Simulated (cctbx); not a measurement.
# What is wrong with this refinement?

Cell a = 8.6290 Å, b = 8.6290 Å, c = 5.8060 Å, α = 90.00°, β = 90.00°, γ = 120.00°; space group P6_3/mcm (no. 193). The compound is Al3Sn5C.

Simulated single-crystal data (cctbx): Mo Kα, λ = 0.71073 Å, to d = 0.7 Å, 80 % of the full sphere, strongest reflection 40000 counts, noise from counting, a 4 % proportional error and a noise floor of 8 counts (s.d.); no absorption.

An anisotropic refinement with weights 1/σ² prints:

```text
Rint 0.034, 234 unique reflections to 0.70 A
cycle     R1     wR2    GooF  max shift (A)
   1  0.0391  0.1184   7.227   0.00497
   2  0.0075  0.0163   0.995   0.00000
final R1 0.0075 wR2 0.0163 GooF 0.995  parameters 12  data/parameter 19.5
atom        x        y        z      Ueq    occ   su(xyz)  su(Uiso or U11)
Sn1    0.22319  0.00000  0.25000   0.0129  1.000  0.00002  0.0001
Sn2    0.66667  0.33333  0.00000   0.0130  1.000  0.00000  0.0001
Al1    0.59826  0.00000  0.25000   0.0161  1.000  0.00010  0.0003
C1     0.00000  0.00000  0.00000   0.0258  1.000  0.00000  0.0015
difference map: max 0.39 min -0.53 rms 0.12
Q1    0.1209  0.4786  0.5668   24    0.40  1.40 A from Al1
Q2    0.1115  0.4134  0.7500   12    0.37  0.92 A from Al1
Q3    0.1378  0.2756  0.0000   12    0.36  1.79 A from Sn1
Q4    0.0640  0.3086  0.0537   24    0.35  1.32 A from Sn1
Q5    0.0000  0.4067  0.6712   12    0.33  0.46 A from Al1
Q6    0.0000  0.4862  0.7500    6    0.32  0.73 A from Al1
```

**Question.** Can this result stand? If not, what is the likely fault?

It can stand. The set-up had a fault (anomalous dispersion left out), but the figures of merit move little: R1 = 0.0075, wR2 = 0.0163, GooF = 0.99 against R1 = 0.0073, wR2 = 0.0155, GooF = 0.95 for the right model.

The compound is Al3Sn5C. The right model at the same level gives:

```text
Rint 0.034, 234 unique reflections to 0.70 A
cycle     R1     wR2    GooF  max shift (A)
   1  0.0384  0.1169   7.134   0.00537
   2  0.0073  0.0155   0.947   0.00000
final R1 0.0073 wR2 0.0155 GooF 0.947  parameters 12  data/parameter 19.5
atom        x        y        z      Ueq    occ   su(xyz)  su(Uiso or U11)
Sn1    0.22318  0.00000  0.25000   0.0124  1.000  0.00002  0.0001
Sn2    0.66667  0.33333  0.00000   0.0125  1.000  0.00000  0.0001
Al1    0.59830  0.00000  0.25000   0.0175  1.000  0.00009  0.0003
C1     0.00000  0.00000  0.00000   0.0266  1.000  0.00000  0.0014
difference map: max 0.41 min -0.43 rms 0.11
Q1    0.1046  0.2450  0.5579   24    0.41  1.59 A from Sn1
Q2    0.1273  0.4743  0.5684   24    0.30  1.42 A from Al1
Q3    0.1051  0.3834  0.5759   24    0.29  1.42 A from Al1
Q4    0.2097  0.4305  0.6572   24    0.29  1.78 A from Al1
Q5    0.0000  0.1768  0.0445   12    0.29  1.26 A from Sn1
Q6    0.0000  0.3746  0.1581   12    0.29  1.41 A from Sn1
```

Isotropic U is held between 0.0001 and 1 Å² by the program, and listed peak heights are interpolated, so they can pass the grid's maximum.

The model is made up (kin elements in a known structure type, no relaxation), so it says nothing on whether the phase exists.

[Middle refinement cycles are left out of these outputs.]

[Logs are printed without paths, hosts, clocks, repeated set-up lines and the standing remarks that a program may print on its own settings, such as how far it seeks lower states.]
